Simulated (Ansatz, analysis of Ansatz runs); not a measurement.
# RbMnF4 (P2_1/c): a line between two Mn sites for an added hole, part 2 of 2

Aim: the energy barrier that a trapped hole meets when it moves from one Mn atom to another one nearby in RbMnF4 (P2_1/c). The model is a cell of 48 host atoms.

Ansatz 0.2.0; plane-wave PAW DFT, PBEsol+U; relaxation of all atoms of a supercell at fixed charge in a uniform background; PAW set soft_1.

So far. Step 2 (The cell without the carrier): The largest displacement from an ideal site is 0.004 Å. Step 3 (The hole on the first site): The largest changes of the moments are 0.69 μB on Mn14, 0.04 μB on F26 and 0.04 μB on F30. The largest part sits on the chosen site.

## 4. The hole on the second site

The same start is made on the second site, to get the end of the hop.

B.relax/input.yaml reads:

```yaml
crystal:
  lattice:
    - [-0.12217936, 7.8352551, 7.86705983]
    - [5.88726042, -2.87e-06, 7.85871589]
    - [6.00943135, 7.83525143, -0.00834327]
  atoms:
    - { symbol: Rb, position: [0.020944, 0.233288, 0.279257] }
    - { symbol: Rb, position: [0.521131, 0.733122, 0.779253] }
[... 11 atom lines left out ...]
    - { symbol: Mn, position: [0.750486, 0.249614, 0.749792], spin: -4.0 }
    - { symbol: Mn, position: [0.00046, 0.499635, 0.49982], spin: -3.0 }
[... 16 atom lines left out ...]
    - { symbol: F, position: [0.943358, 0.554631, 0.342102] }
[... 7 atom lines left out ...]
    - { symbol: F, position: [0.823999, 0.419912, 0.660829] }
    - { symbol: F, position: [0.145676, 0.308891, 0.422588] }
[... 6 atom lines left out ...]
    - { symbol: F, position: [0.948011, 0.108115, 0.605354] }
total_charge: 1
basis:
  ecutwfc: 420
  xc_grid: 2
hamiltonian:
  xc: pbesol
  hubbard:
    sites: [{ species: Mn, l: d, u_eff: 4.5 }]
    projectors: ortho-atomic
  pseudopotentials: { kind: paw, azcp: { folder: soft_1 }, xc_functional: pbe }
kpoints:
  mp_grid: { grid: [1, 1, 1] }
magnetization:
  spin_polarized: true
  initial_magnetization: 1
  spin_locking: { lock_magnetization: hard }
scf:
  occupations: { method: fermi_dirac, width: 0.01 }
  max_iter: 120
  lower_state_search: "off"
output:
  forces: true
relax:
  f_tol: 0.015
  max_steps: 70
  escape_saddle: false
checkpoint:
  write: "../B.relax.run"
  compress: false
  write_wavefunctions: true
  write_every: 100000
```

Run with:

```
> ansatz run input.yaml --threads 4 --pin off --max-ram 9420MiB --backend cpu --events-out ev --progress --plain --runs-dir out
```

Numbers of over 12 decimals in the logs are rounded to 6 here.

What it wrote:

```text
[...]
Crystal: 48 atoms, lattice volume = 740.832 Å³
Basis set: ecut = 420 eV, 14505 PW (Γ), exchange–correlation on 150×144×144 points (8 copies of the dense FFT grid, shifted against one another)
Bands: 256, of which v1, the nominal top of the filled ones, is band 208 counted from 1 (207 counted from 0)
Symmetry: 1 space group operations
[...]
k-points: 1
[...]
Starting moments: Σ|m| = 31 μB on 8 of 48 sites
[...]
SCF iter   1: F=—  HF=-82435.317295 eV  |F-HF|=—  |Δ(HF+E_count)|=         —  Δρ=2.58e-1 (↑2.50e-1 ↓2.58e-1)  dr2=1.65e3  dr2_m=6.29e1  M=1.000 μB ∫|m|=16.771 μB  β_m=0.30  ethr=3.10e-3  ⟨swp⟩=6.0  Hψ=1885  notcnv=0
[...]
--- Relaxed structure (11 steps of the walk, 10 accepted, 0 SCFs on fresh bases) ---
  F+E_penalty+E_count = -82325.69437306 eV   max|allowed force component| = 1.085e-2 eV/Å
  atoms:
    - { symbol: Rb, position: [0.023246, 0.231720, 0.271727] }
    - { symbol: Rb, position: [0.505792, 0.746183, 0.785850] }
    [... 11 atoms left out ...]
    - { symbol: Mn, position: [0.759087, 0.250699, 0.742327] }
    - { symbol: Mn, position: [0.000469, 0.499623, 0.499817] }
    [... 10 atoms left out ...]
    - { symbol: F, position: [0.668238, 0.335993, 0.566754] }
    - { symbol: F, position: [0.055018, 0.440176, 0.663927] }
    [... 2 atoms left out ...]
    - { symbol: F, position: [0.847940, 0.173951, 0.918270] }
    [... 1 atom left out ...]
    - { symbol: F, position: [0.945920, 0.559070, 0.335707] }
    [... 7 atoms left out ...]
    - { symbol: F, position: [0.842458, 0.426190, 0.635748] }
    - { symbol: F, position: [0.150618, 0.300980, 0.420130] }
    [... 2 atoms left out ...]
    - { symbol: F, position: [0.850320, 0.698265, 0.579503] }
    [... 3 atoms left out ...]
    - { symbol: F, position: [0.950020, 0.106033, 0.601323] }
[key lines of the parts left out:]
SCF converged after 8 iterations
Magnetization: 1.0000 μB (208.0000 up, 207.0000 down)
Free energy (F): -82325.694373 eV
Fermi energy:    3.528347 (↑ 4.010633, ↓ 3.528347) eV
```

Run time: 99 s. Hardware: 4 threads of AMD EPYC 7B13 (Zen 3), shared host; peak memory 1.5 GiB.

Distances from Mn15 without and with the hole:

```csv
atom,without (Å),with (Å)
F44,1.83,1.80
F41,1.83,1.80
F27,1.89,1.83
F32,1.89,1.83
F40,2.19,1.87
F35,2.18,1.87
```

The largest changes of the moments are 0.68 μB on Mn15, 0.04 μB on F35 and 0.04 μB on F40. The largest part sits on the chosen site.

## 5. Points on the line between the two structures

All atoms move on the straight line between the two relaxed structures, 5.00 amu^1/2 Å long in mass-weighted terms. Each point starts from the state of the point before, once from either end, so that both localised states can be followed; the midpoint is also started with the carrier shared.

A.x0500/input.yaml reads:

```yaml
crystal:
  lattice:
    - [-0.12217936, 7.8352551, 7.86705983]
    - [5.88726042, -2.87e-06, 7.85871589]
    - [6.00943135, 7.83525143, -0.00834327]
  atoms:
    - { symbol: Rb, position: [0.023027, 0.231122, 0.27203] }
    - { symbol: Rb, position: [0.510076, 0.744584, 0.783776] }
[... 11 atom lines left out ...]
    - { symbol: Mn, position: [0.754779, 0.25016, 0.746073], spin: -3.0 }
    - { symbol: Mn, position: [0.001619, 0.499423, 0.49859], spin: -4.0 }
[... 11 atom lines left out ...]
    - { symbol: F, position: [0.060263, 0.438187, 0.663476] }
[... 12 atom lines left out ...]
    - { symbol: F, position: [0.828218, 0.418703, 0.651709] }
    - { symbol: F, position: [0.151966, 0.299787, 0.416923] }
[... 6 atom lines left out ...]
    - { symbol: F, position: [0.947507, 0.107945, 0.605441] }
total_charge: 1
basis:
  ecutwfc: 420
  xc_grid: 2
hamiltonian:
  xc: pbesol
  hubbard:
    sites: [{ species: Mn, l: d, u_eff: 4.5 }]
    projectors: ortho-atomic
  pseudopotentials: { kind: paw, azcp: { folder: soft_1 }, xc_functional: pbe }
kpoints:
  mp_grid: { grid: [1, 1, 1] }
magnetization:
  spin_polarized: true
  initial_magnetization: 1
  spin_locking: { lock_magnetization: hard }
scf:
  occupations: { method: fermi_dirac, width: 0.01 }
  max_iter: 120
  lower_state_search: "off"
output:
  forces: true
  eigenvalues: true
  eigenstates: { localisation: true }
  write_density: true
  write_potential: true
  volumetric_format: npy
checkpoint:
  read: "../A.x0375.run"
  write: "../A.x0500.run"
  compress: false
  write_wavefunctions: true
  write_every: 100000
```

What it wrote:

```text
[...]
Warning: checkpoint.read: the run can stay near the saved state's solution: 48 site(s) moved relative to the saved geometry (max |Δs| = 3.990e-3 fractional); [...]
[...]
Crystal: 48 atoms, lattice volume = 740.832 Å³
Basis set: ecut = 420 eV, 14505 PW (Γ), exchange–correlation on 150×144×144 points (8 copies of the dense FFT grid, shifted against one another)
Bands: 256, of which v1, the nominal top of the filled ones, is band 208 counted from 1 (207 counted from 0)
Symmetry: 1 space group operations
[...]
k-points: 1
[...]
Starting moments: Σ|m| = 31 μB on 8 of 48 sites; this step starts from the density that it was given
[...]
SCF iter   1: F=—  HF=-82325.532463 eV  |F-HF|=—  |Δ(HF+E_count)|=         —  Δρ=1.48e-2 (↑2.12e-3 ↓1.48e-2)  dr2=2.21e0  dr2_m=3.77e-1  M=1.000 μB ∫|m|=32.764 μB  β_m=0.30  ethr=5.34e-4  ⟨swp⟩=3.0  Hψ=2414  notcnv=0
[...]
spin=Collinear: Resta preconditioning applied to the charge; magnetization (m = ρ↑ − ρ↓) channel mixes plain (no charge-response kernel on spin).
SCF iter   2: F=—  HF=-82325.548035 eV  |F-HF|=—  |Δ(HF+E_count)|=   1.56e-2  Δρ=1.04e-2 (↑3.44e-3 ↓1.04e-2)  dr2=1.34e0  dr2_m=1.03e-1  M=1.000 μB ∫|m|=32.741 μB  β_m=0.24  ethr=5.33e-4  ⟨swp⟩=2.5  Hψ=1023  notcnv=0
[...]
SCF iter  14: F=-82325.441371 eV  HF=-82325.441371 eV  |F-HF|=2.62e-10  |Δ(HF+E_count)|=   7.21e-8  Δρ=1.48e-6 (↑8.94e-7 ↓1.48e-6)  dr2=2.03e-8  dr2_m=4.27e-9  M=1.000 μB ∫|m|=32.752 μB  ethr=2.41e-11  ⟨swp⟩=6.0  Hψ=2940  notcnv=0
SCF 1 converged in 14 iterations: F = -82325.441371 eV  dr2 = 2.03e-8
[...]
SCF converged after 14 iterations
[...]
Magnetization: 1.0000 μB (208.0000 up, 207.0000 down)
Absolute magnetization: 32.8431 μB (∫|ρ↑−ρ↓|, with the PAW one-centre terms)
[...]
Per-site moments (μB) at R_I (Å): [(-0.000744638, 1.153326), (-0.000966624, 1.151860), (0.00105461, 1.147341), [... 45 left out ...]
Free energy (F): -82325.441371 eV
[...]
Internal energy: -82325.441371 eV  (E = F + TS)
E sigma→0 (E₀):  -82325.441371 eV
Fermi energy:    3.261086 (↑ 3.849082, ↓ 3.261086) eV
[...]
--- Forces (eV/Å), atoms counted from 1 ---
  atom   1  Rb     0.01320130     0.00365520     0.00905709
  atom   2  Rb    -0.02121339     0.00639101     0.01122428
  [... 11 atoms left out ...]
  atom  14  Mn     0.14433149    -0.06961797     0.38180286
  atom  15  Mn     0.17086987    -0.05764423    -0.24551699
  [... 6 atoms left out ...]
  atom  22  F     -0.00166513    -0.00327128     0.00488414
  [... 3 atoms left out ...]
  atom  26  F      0.04237590     0.20982357     0.01511466
  atom  27  F      0.02247672     0.03357375    -0.00595918
  [... 2 atoms left out ...]
  atom  30  F     -0.03870025    -0.18967983     0.02635405
  [... 1 atom left out ...]
  atom  32  F     -0.01496065    -0.03988623    -0.01207572
  [... 7 atoms left out ...]
  atom  40  F     -0.25027875     0.09660051     0.17647670
  atom  41  F     -0.05134768     0.01688575    -0.01868539
  [... 6 atoms left out ...]
  atom  48  F      0.03045213    -0.00959771    -0.02554782
  max |Σ_I F_I| component: 1.71e-5 eV/Å
--- Band table (eV) ---
[...]
Occupation matrices written to <dir>
```

Elapsed: 19 s, on 4 threads; peak memory 1.5 GiB.

From eigenstates.tsv, first k-point; energies on the run's zero. The participation number counts the atoms that a state is spread over, of 48; bands count from 0.

```csv
spin,band,energy (eV),occupation,participation,largest share on,share
down,201,2.048,1.00,4.7,F21,0.29
down,202,2.085,1.00,4.4,F42,0.30
down,203,2.107,1.00,12.2,Mn13,0.17
down,204,2.136,1.00,4.2,F43,0.32
down,205,2.689,1.00,7.9,Mn13,0.25
down,206,3.069,1.00,8.9,Mn15,0.22
down,207,3.453,0.00,6.6,Mn14,0.27
down,208,5.158,0.00,3.3,Mn14,0.52
down,209,5.353,0.00,6.5,Mn15,0.29
down,210,5.499,0.00,5.2,Mn13,0.33
down,211,5.692,0.00,2.9,Mn16,0.56
up,202,2.076,1.00,7.1,F19,0.21
up,203,2.179,1.00,10.9,Mn11,0.15
up,204,2.235,1.00,6.5,F24,0.19
up,205,2.558,1.00,8.9,Mn12,0.21
up,206,2.603,1.00,8.6,Mn9,0.21
up,207,2.681,1.00,14.7,Mn11,0.14
up,208,5.017,0.00,6.6,Mn10,0.28
up,209,5.346,0.00,4.8,Mn9,0.32
up,210,5.643,0.00,4.9,Mn11,0.31
up,211,5.767,0.00,6.9,Mn12,0.25
up,212,7.034,0.00,1.4,Mn14,0.84
```

Under PBEsol+U (4.5 eV) at the zone centre alone, the highest filled state is spin down, spread over 9 of 48 atoms, and the lowest empty one, 0.38 eV above it, is spin down, spread over 7 of 48 atoms.

Spin density in the ac plane at fractional y = 0.375, through the centre, with atoms of F within 0.45 Å of it.

Ten even steps from '_' (-0.13 e/Å³) to '@' (0.15 e/Å³), each cell a mean:
```
====::========================================================
==++**##++======================--..::========================
================================--::**++======================
====================================@@##======================
======++****++++======================++==----================
======++**%%%%**======================--::....--==============
======++++##%%##++--==++================::____::++**==========
==========++****++--..##++================--::::++@@++--======
============++++++====**++====++========++==----==**==--======
----========================++****++==--==++================--
....::--====================++**%%##++======================--
::..::--======================++##%%##++====================--
------==========================++******++====================
======++++========================--==++++====================
======++++========================::__--======================
================================++**++**======================
====================================++++++====================
==============================================================
==============================================================
==============================================================
==============================================================
==============================================================
==============================================================
==----========================================================
```
Columns run along a (11.1 Å), rows up along c (9.9 Å). Atoms in or near the plane, at fractional coordinates: F at (0.59, 0.36), F at (0.56, 0.89), F at (0.11, 0.94), F at (0.67, 0.58), F at (0.34, 0.68), F at (0.83, 0.65).

Electrostatic potential energy in the ac plane at fractional y = 0.375, through the centre, with atoms of F within 0.45 Å of it. With pseudopotentials it is smooth inside the atoms' cores, unlike the true potential.

Values in eV, 13 rows by 16 columns, each cell a mean:
```
 -2 -28  -3   9   6   6   8   9  -9  -4  10   9   5  -1   2   8
  9  -5  -5   9   9   8   9  10  -8 -28  -3   9   9   8   7   8
  9   7   3   4   7   8  10  10   9  -1  -2   4   8  10  10  10
  5  -4   3   0  -7 -23   1  10  10   9   4  -1  -1  -7   8  10
  6 -13   1   6   4 -16 -16   7   7   2  -4   5   1 -23 -11   8
  2   5   8  10   9   9   8   6   2  -2 -26  -4   9   6   3   6
  2  -2   6  10  10  10  10   8   2   0   2   5  10  10  10   8
  8  -4  -4   9  10   9  10  10  -7 -16   5   9  10   9   8   9
  9   9   7   9   9   7   6   8   0 -26 -11  10   9   8   6   6
  6   9  10  10   9   5  -1   1   8   5   3  10   9   8   5   3
  6   8   9   9   9   7   1  -3   4   8   9   8   7   8   7   6
  9   9   9   8   8   8   7   5   5   8   8   4  -2   1   7   9
  5   3   9   7   5   7   9   9   9   9   9   6  -5 -13   2   9
```
Columns run along a (11.1 Å; values clipped at the 3rd and 97th percentile), rows up along c (9.9 Å). Atoms in or near the plane, at fractional coordinates: F at (0.59, 0.36), F at (0.56, 0.89), F at (0.11, 0.94), F at (0.67, 0.58), F at (0.34, 0.68), F at (0.83, 0.65).

Valence density in the ac plane at fractional y = 0.375, through the centre, with atoms of F within 0.45 Å of it. It is the smooth field of the valence electrons, not physical close to the nuclei.

Ten steps, logarithmic in the rise over the least value, from '0' (0 e/Å³) to '9' (11 e/Å³), each cell a mean:
```
3788520012110013553100012344211
2589741001110014787410000122210
1257642000000003799731000001100
0123432100000001478752100000000
1111222222210000135542111000000
2322122245531000011233223320001
3554222247874100011122234653101
2576421236997410123322235786311
1356531113687421135653213687521
1234431001244321125786311356531
2222211000011211223687520123321
2332110000000011222355421000111
2345310000000012333222210000000
1356531000000013565311000000000
0135542100000003689731000000000
0012432100011001589952000001111
1001111000122211257863100001222
2100000000123331113442100001222
2100000000123443100111000000122
1100000000012343200000111000001
0000000000001233210000122210000
0000000110000011100000234431000
2221000111000001000000234543101
3554200122100012210000124554211
```
Columns run along a (11.1 Å), rows up along c (9.9 Å). Atoms in or near the plane, at fractional coordinates: F at (0.59, 0.36), F at (0.56, 0.89), F at (0.11, 0.94), F at (0.67, 0.58), F at (0.34, 0.68), F at (0.83, 0.65).

Free energies from the first end:

```csv
started from,fraction,energy (eV),moment change on Mn14 (μB),on Mn15 (μB)
first site,0,0.000,0.69,0.01
first site,0.125,0.036,0.63,0.03
first site,0.25,0.125,0.55,0.07
first site,0.375,0.218,0.42,0.15
first site,0.5,0.261,0.28,0.27
first site,0.625,0.233,0.17,0.41
second site,0.875,0.046,0.04,0.64
second site,0.75,0.142,0.08,0.56
second site,0.625,0.233,0.17,0.41
second site,0.5,0.261,0.28,0.27
second site,0.375,0.218,0.42,0.15
shared,0.5,0.261,0.28,0.27
second site,1,0.008,0.02,0.69
```

## 6. Outcome

- distance of the two sites without the carrier: 3.93 Å

The highest point of the line lies 0.26 eV above the first end, but there the hole is shared and partly spread further, so this is no barrier of a single pair, which may be higher, and the image-charge term need not cancel. No run compares the localised hole with one spread in the band, so its binding is unknown. The magnetic order was assumed and need not be the ground state. The total moment is locked, so a carrier of the other spin direction was not tried. The program's search for lower electronic states was switched off in all runs, so that each state is followed; none is shown to be the lowest at its structure. No image-charge correction is applied; it nearly cancels along the line while the charge stays localised. Limits: sampling at the zone centre alone can move energies of charged and open-shell states by tenths of an eV or more in cells of this size; gap and trapping depend on the U chosen (Mn d 4.5 eV).

[Logs are printed without paths, hosts, clocks, repeated set-up lines and the standing remarks that a program may print on its own settings, such as how far it seeks lower states.]

[Hosts, paths, dates, database ids (printed as entryN), source tags and the programs' standing remarks are cut or masked in the printed files.]
